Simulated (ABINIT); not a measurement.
# WS2 (Tungstenite): G0W0 with ABINIT, start to end

How does a plane-wave GW calculation on WS2 (Tungstenite) run from the first input to the gap?

Program: ABINIT 10.8.3. Level of theory: PBE and many-body steps on it, plane waves. Results are calculated unless marked as measured.

This is a report of a sequence of runs, with most program output left out.

**1. The structure**

It takes space group P6_3/mmc (No. 194, hexagonal). The conventional cell has a = 3.153 Å, b = 3.153 Å, c = 12.323 Å, α = 90.00°, β = 90.00°, γ = 120.00°. Nearest to W lie 6 S at 2.40 Å. Nearest to S lie 3 W at 2.40 Å. Farther neighbours and most contacts between anions are not listed.

The cell and positions come from the Crystallography Open Database and are kept as given unless a step says otherwise. Spin-orbit coupling is left out unless a step names it.

**2. Ground state**

This step: ABINIT 10.8.3; DFT, PBE, plane waves, norm-conserving pseudopotentials.

The ground-state density comes first.

File run.abi:

```
acell 3*1.0 Angstrom
rprim 
  3.153199999992 0.000000000002 0.000000000000
  -1.576599999998 2.730751303206 0.000000000000
  0.000000000000 0.000000000000 12.323000000000
ntypat 2
znucl 74 16
natom 6
typat 1 1 2 2 2 2
xred 
  0.333333333333 0.666666666667 0.250000000000
  0.666666666667 0.333333333333 0.750000000000
  0.333333333333 0.666666666667 0.622500000000
  0.666666666667 0.333333333333 0.122500000000
  0.333333333333 0.666666666667 0.877500000000
  0.666666666667 0.333333333333 0.377500000000
pp_dirpath "pseudos"
pseudos "W.upf, S.upf"
ecut 31
ngkpt 6 6 2
nshiftk 1
shiftk 0 0 0
kptopt 1
chksymbreak 0
nband 33
occopt 1
tolvrs 1e-10
nstep 60
prtwf 0
indata_prefix "in"
outdata_prefix "out"
tmpdata_prefix "tmp"
```

On the command line:

```bash
$ OMP_NUM_THREADS=1 mpirun -n 4 abinit run.abi > log
```

Elapsed: 41 s, on 4 MPI ranks of Arm Neoverse V1, shared host; peak memory 0.37 GiB.

This step gave:

```
total energy               : -5334.2369 eV
gap                        : 0.9807 eV
k of the valence top       : 0, 0, 0
k of the conduction bottom : 0.1667, 0.1667, 0
least direct gap           : 1.837 eV
pressure                   : 4.331 GPa
```

The gap is indirect, with the least direct gap 0.86 eV higher.

The cutoff was set for levels, not for stress, so the pressure can be off by some GPa.

**3. Empty states on the mesh, 3×3×1 mesh, 133 bands**

The sums over transitions need many empty states on a uniform mesh; this step solves for them.

run.abi, as its differences from that of step 2:

```diff
@@ -19,3 +19,3 @@
 ecut 31
-ngkpt 6 6 2
+ngkpt 3 3 1
 nshiftk 1
@@ -24,7 +24,10 @@
 chksymbreak 0
-nband 33
-occopt 1
-tolvrs 1e-10
+iscf -2
+irdden 1
+istwfk *1
+nband 133
+nbdbuf 12
+tolwfr 1e-09
 nstep 60
-prtwf 0
+prtvol 0
 indata_prefix "in"
```

On the command line:

```bash
$ OMP_NUM_THREADS=1 mpirun -n 3 abinit run.abi > log
```

It took 32 s on 3 MPI ranks; peak memory 0.27 GiB; 95 s of CPU time.

This step gave:

| Item | Value |
| --- | --- |
| gap | 1.305 eV |
| k of the valence top | 0, 0, 0 |
| k of the conduction bottom | 0.3333, 0.3333, 0 |
| least direct gap | 1.837 eV |
| k points computed | 3 |
| lowest point of the top converged band, above the valence top | 42.61 eV |

On this mesh the gap is 1.305 eV. The earlier step found 0.981 eV, so this mesh misses an edge.

**4. Screening, 3×3×1 mesh, 121 bands, screening to 119.7 eV**

The RPA dielectric matrix is built and inverted for each q.

This step: RPA screening on PBE, plane waves, norm-conserving pseudopotentials.

run.abi, as its differences from that of step 3:

```diff
@@ -24,10 +24,11 @@
 chksymbreak 0
-iscf -2
-irdden 1
 istwfk *1
-nband 133
-nbdbuf 12
-tolwfr 1e-09
-nstep 60
-prtvol 0
+occopt 1
+irdwfk 1
+optdriver 3
+nband 121
+ecuteps 4.4
+inclvkb 0
+awtr 1
+symchi 1
 indata_prefix "in"
```

On the command line:

```bash
$ OMP_NUM_THREADS=1 mpirun -n 4 abinit run.abi > log
```

Wall time 11 s (4 MPI ranks); peak memory 0.68 GiB; 43 s of CPU time.

Numbers from this step:

```
ε∞ with local fields, on this mesh, along the program's q direction : 18.10
the same without local fields                                       : 20.39
plasma frequency                                                    : 25.99 eV
plane waves in the screening matrix                                 : 315
```

Local fields lower ε∞ by 11 %. On a Γ-centred mesh this coarse the value itself is usually too large, while a short band sum pulls it down.

**5. Self-energy, 3×3×1 mesh, 121 bands, screening to 119.7 eV**

The self-energy is evaluated for the states that the input lists, and the levels follow from it, in one-shot runs by the linearised quasiparticle equation.

This step: G0W0 on PBE, plane waves, norm-conserving pseudopotentials.

run.abi, as its differences from that of step 4:

```diff
@@ -27,8 +27,17 @@
 irdwfk 1
-optdriver 3
+optdriver 4
 nband 121
+gwcalctyp 0
+ecutsigx 31
+symsigma 1
+nkptgw 2
+kptgw 
+  0.0000000000 0.0000000000 0.0000000000
+  0.3333333333 0.3333333333 0.0000000000
+bdgw 
+  25 28
+  25 28
 ecuteps 4.4
-inclvkb 0
-awtr 1
-symchi 1
+irdscr 1
+ppmodel 1
 indata_prefix "in"
```

Run time: 8.7 s. Hardware: 4 MPI ranks; peak memory 0.65 GiB.

Numbers from this step:

```yaml
g0w0_gap_on_the_points_computed: 2.011 eV
starting_gap_on_the_mesh: 1.305 eV
k_of_the_valence_top: 0, 0, 0
k_of_the_conduction_bottom: 0.3333, 0.3333, 0
z_at_the_valence_top: 0.788
z_at_the_conduction_bottom: 0.79
least_direct_g0w0_gap_on_the_computed_points: 2.569 eV
```

The gap on the mesh goes from 1.31 eV to 2.01 eV, a correction of +0.71 eV. The start differs from the 0.98 eV found before because the two sample other k points.

Limits: finite bands, cutoff and mesh; screening head approximate; no spin-orbit coupling; coarse k mesh. v1 is the top filled band, c1 the lowest empty one. The levels before and after the correction (eV, zero at the valence-band top of each column):

|  | conduction bottom | valence top |
| --- | --- | --- |
| Kohn-Sham | 1.31 | 0.00 |
| G0W0 | 2.01 | 0.00 |

|  | level | energy (eV) |
| --- | --- | --- |
| Kohn-Sham | Γ v2 | -1.221 |
| Kohn-Sham | Γ v1 | 0.000 |
| Kohn-Sham | Γ c1-c2 | 2.311 |
| Kohn-Sham | (0.333 0.333 0) v2 | -0.739 |
| Kohn-Sham | (0.333 0.333 0) v1 | -0.532 |
| Kohn-Sham | (0.333 0.333 0) c1-c2 | 1.305 |
| G0W0 | Γ v2 | -1.348 |
| G0W0 | Γ v1 | 0.000 |
| G0W0 | Γ c1-c2 | 2.831 |
| G0W0 | (0.333 0.333 0) v2 | -0.813 |
| G0W0 | (0.333 0.333 0) v1 | -0.558 |
| G0W0 | (0.333 0.333 0) c1-c2 | 2.011 |

**6. Where the time went**

Times are wall times on the hardware named with each run, good to a factor of about two.

| step | time | share | memory (GiB) |
| --- | --- | --- | --- |
| ground state | 41 s | 44 % | 0.37 |
| empty states on the mesh | 32 s | 34 % | 0.27 |
| screening | 11 s | 12 % | 0.68 |
| self-energy | 8.7 s | 9 % | 0.65 |

**7. Results**

| Item | Value |
| --- | --- |
| PBE gap | 0.98 eV, indirect |
| G0W0 gap on the mesh | 2.01 eV |
| G0W0 gap over the zone (rigid shift) | 1.69 eV |
| GW settings | 3×3×1 mesh, 121 bands, screening to 119.7 eV, Godby-Needs plasmon pole |
| known limits | not at the basis limit; screening head approximate; no spin-orbit coupling; coarse k mesh |

G0W0 moves the gap on the mesh from 1.31 eV to 2.01 eV (+0.71 eV), with Z of 0.79 and 0.79 at the edges. The mesh misses the band edges by 0.32 eV in all; a rigid shift gives 1.69 eV for the zone. Local fields lower the RPA ε∞ on this mesh from 20.39 to 18.10; a Γ-centred mesh this coarse tends to raise both, most where the direct gap is narrow, while a short band sum lowers them. Only 2 of the mesh's irreducible points were corrected, so a valley elsewhere could overtake. Bands and cutoff are finite, so the gap is not at the basis limit. The miss can reach some tenths of an eV and take either sign; the mesh is an error of its own. In the G0W0 run levels were corrected at 2 k points alone, so a gap called «on the mesh» is the least over those, and an edge elsewhere would be missed. A denser mesh or path gives a starting gap of 0.98 eV: the GW mesh misses a band edge, so its gaps are not the fundamental one. The 3×3×1 mesh is coarse for this cell, which bears on the long-range parts of exchange and screening. The long-wavelength limit of the screening leaves out the non-local commutator, which shifts ε∞. The many-body steps are scalar-relativistic: spin-orbit coupling is not in them.

[Paths, hosts, dates, memory and timing lines, banners, echoed tables and standing remarks are left out of the program output.]

[Logs are printed without paths, hosts, clocks, repeated set-up lines and the standing remarks that a program may print on its own settings, such as how far it seeks lower states.]

[Runs of the session that timed out or met a known fault of the program may be left out.]

[Hosts, paths, dates, database ids (printed as entryN), source tags and the programs' standing remarks are cut or masked in the printed files.]

[G0W0 gaps are taken among the corrected bands and points alone; a level outside them can change the order at an edge.]

[Where Ansatz stands beside ABINIT at settings called matched, ABINIT's density can come from a denser mesh and the files from another edition; pairs whose starting gaps differed by over 0.03 eV were left out, so agreement reads better than it is.]
